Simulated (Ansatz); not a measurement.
# Direct or indirect: CdF2 (Fm-3m)

Space group Fm-3m (No. 225). a = 5.388 Å, b = 5.388 Å, c = 5.388 Å, α = 90.00°, β = 90.00°, γ = 90.00°
```csv
atom,site,symmetry,x,y,z
Cd,4a,m-3m,0.0000,0.0000,0.0000
F,8c,-43m,0.2500,0.2500,0.7500
```

Method: Ansatz, PBE, independent particles, without spin-orbit coupling, line width 0.15 eV (Gaussian). The band structure gives a fundamental gap of 3.10 eV. The spectrum of vertical transitions near the edge:

```
E (eV)  Im ε, E ∥ xyz
  2.64           0.00
  2.76           0.00
  2.88           0.00
  3.00           0.00
  3.12           0.00
  3.24           0.00
  3.36           0.00
  3.48           0.00
  3.60           0.01
  3.72           0.05
  3.84           0.10
  3.96           0.18
  4.08           0.33
  4.20           0.54
  4.32           0.71
  4.44           0.83
  4.56           0.91
  4.68           0.98
  4.80           1.04
  4.92           1.08
  5.04           1.12
```

(1) Is the gap direct or indirect, and about where do vertical transitions set in?

Results:

(1) Indirect, by the band path, whose least direct gap is 3.60 eV. The curves fit this: they stay near zero above 3.10 eV and rise only from about 3.6 eV, though a forbidden direct transition would look alike. Lines are broadened by 0.15 eV, which spreads the edge, and phonons, which would give weak absorption from the fundamental gap up, are left out.

[Logs are printed without paths, hosts, clocks, repeated set-up lines and the standing remarks that a program may print on its own settings, such as how far it seeks lower states.]
